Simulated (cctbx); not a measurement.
**Solving a structure by charge flipping**

Cell a = 8.1220 Å, b = 8.1220 Å, c = 5.5370 Å, α = 90.00°, β = 90.00°, γ = 120.00°; space group P6_3/mcm (no. 193); content Sn6 Ge10.

The data are simulated with cctbx, not measured: Mo Kα, λ = 0.71073 Å, to d = 0.7 Å, 50 % of the full sphere, strongest reflection 5000 counts, noise from counting, a 6 % proportional error and a noise floor of 4 counts (s.d.); no absorption.

1 earlier start (other random phases, and plain and normalised amplitudes in turn) led nowhere (symmetry correlation 0.89).

Charge flipping in P1 on plain amplitudes to 0.8 Å, δ = 1.1 σ, 10 % of the reflections treated as weak, 300 cycles:

```text
cycle      R  skewness
    0  0.611     0.33
   25  0.276     3.68
   50  0.259     3.37
   75  0.266     3.36
  100  0.260     3.32
  125  0.252     3.31
  150  0.257     3.27
  175  0.244     3.24
  200  0.257     3.27
  225  0.254     3.30
  250  0.256     3.30
  275  0.249     3.31
origin shift          correlation  skewness
 0.407  0.757  0.055      0.827      1.56
 0.575  0.854  0.166      0.842      0.64
 0.200  0.737  0.107      0.824      1.88
 0.615  0.160  0.187      0.859      0.43
taken: symmetry correlation 0.824, skewness 1.88
peak      x       y       z  mult  height/sigma
Q1    0.0000  0.4020  0.7500    6      9.2
Q2    0.3333  0.6667  0.0000    4      6.2
Q3    0.0000  0.2018  0.2500    6      4.5
Q4    0.2561  0.5121  0.0000   12      3.8
Q5    0.1677  0.3837  0.6279   24      3.0
Q6    0.0000  0.1314  0.5268   12      2.4
Q7    0.0000  0.3175  0.5566   12      2.2
Q8    0.0000  0.0000  0.0000    2      2.2
```

The origin is taken among those within 0.04 of the best correlation, by the skewness of the map.

Run time: 0.62 s on 1 thread of Arm Neoverse V2 (shared host), peak memory 0.08 GiB.

**Question.** Which peaks are atoms, and which elements?

Heights go roughly as Z and multiplicities must add up to the content. First model: Q1 = Sn1 (6 in the cell, height 9.2), Q2 = Ge1 (4 in the cell, height 6.2) and Q3 = Ge2 (6 in the cell, height 4.5). Against the true structure, Q1 is Sn, Q2 is Ge and Q3 is Ge; the other peaks are not atoms.

Least squares on F², isotropic:

```text
Rint 0.060, 194 unique reflections to 0.70 A
cycle     R1     wR2    GooF  max shift (A)
   1  0.3872  0.7245  19.931   0.18981
   2  0.0203  0.0509   1.401   0.00021
final R1 0.0202 wR2 0.0509 GooF 1.400  parameters 5  data/parameter 38.8
atom        x        y        z      Ueq    occ   su(xyz)  su(Uiso or U11)
Sn1    0.00000  0.40471  0.75000   0.0065  1.000  0.00007  0.0002
Ge1    0.33333  0.66667  0.00000   0.0097  1.000  0.00000  0.0003
Ge2    0.00000  0.22519  0.25000   0.0084  1.000  0.00011  0.0002
difference map: max 1.47 min -2.67 rms 0.31
Q1    0.0583  0.2547  0.2500   12    1.52  0.41 A from Ge2
Q2    0.0526  0.4323  0.7500   12    1.46  0.37 A from Sn1
Q3    0.0000  0.4446  0.5184   12    1.20  1.32 A from Sn1
Q4    0.0000  0.1424  0.7500    6    1.19  1.60 A from Ge2
Q5    0.0000  0.1160  0.2500    6    1.02  0.89 A from Ge2
```

Anisotropic refinement:

```text
Rint 0.060, 194 unique reflections to 0.70 A
cycle     R1     wR2    GooF  max shift (A)
   1  0.0202  0.0509   1.419   0.00051
   2  0.0154  0.0339   0.945   0.00000
final R1 0.0154 wR2 0.0339 GooF 0.945  parameters 10  data/parameter 19.4
atom        x        y        z      Ueq    occ   su(xyz)  su(Uiso or U11)
Sn1    0.00000  0.40472  0.75000   0.0067  1.000  0.00005  0.0002
Ge1    0.33333  0.66667  0.00000   0.0100  1.000  0.00000  0.0002
Ge2    0.00000  0.22525  0.25000   0.0085  1.000  0.00007  0.0003
difference map: max 1.17 min -0.84 rms 0.25
Q1    0.0000  0.1485  0.7500    6    1.18  1.61 A from Ge2
Q2    0.2181  0.4728  0.2500   12    0.99  1.85 A from Sn1
Q3    0.0000  0.1388  0.2500    6    0.92  0.70 A from Ge2
Q4    0.0000  0.1816  0.0478   12    0.92  1.17 A from Ge2
Q5    0.0000  0.4455  0.5266   12    0.88  1.28 A from Sn1
Q6    0.0000  0.3509  0.7500    6    0.83  0.44 A from Sn1
```

**Reading.** The refinement ends at R1 = 0.0154, wR2 = 0.0339, GooF = 0.94, with difference density between -0.84 and 1.17 e/Å³. Every site matches the true model in element, within 0.001 Å r.m.s., up to an allowed shift of origin.

True model:

| atom | mult. | x | y | z | Ueq (Å²) |
| --- | --- | --- | --- | --- | --- |
| Sn1 | 6 | 0 | 0.4047 | 3/4 | 0.0066 |
| Ge1 | 6 | 0 | 0.7748 | 3/4 | 0.0085 |
| Ge2 | 4 | 1/3 | 2/3 | 1/2 | 0.0100 |

The model was made for the exercise: a known structure type with other elements put in, its volume estimated, not relaxed; displacement parameters are assumed.

[Middle refinement cycles are left out of these outputs.]

[Logs are printed without paths, hosts, clocks, repeated set-up lines and the standing remarks that a program may print on its own settings, such as how far it seeks lower states.]
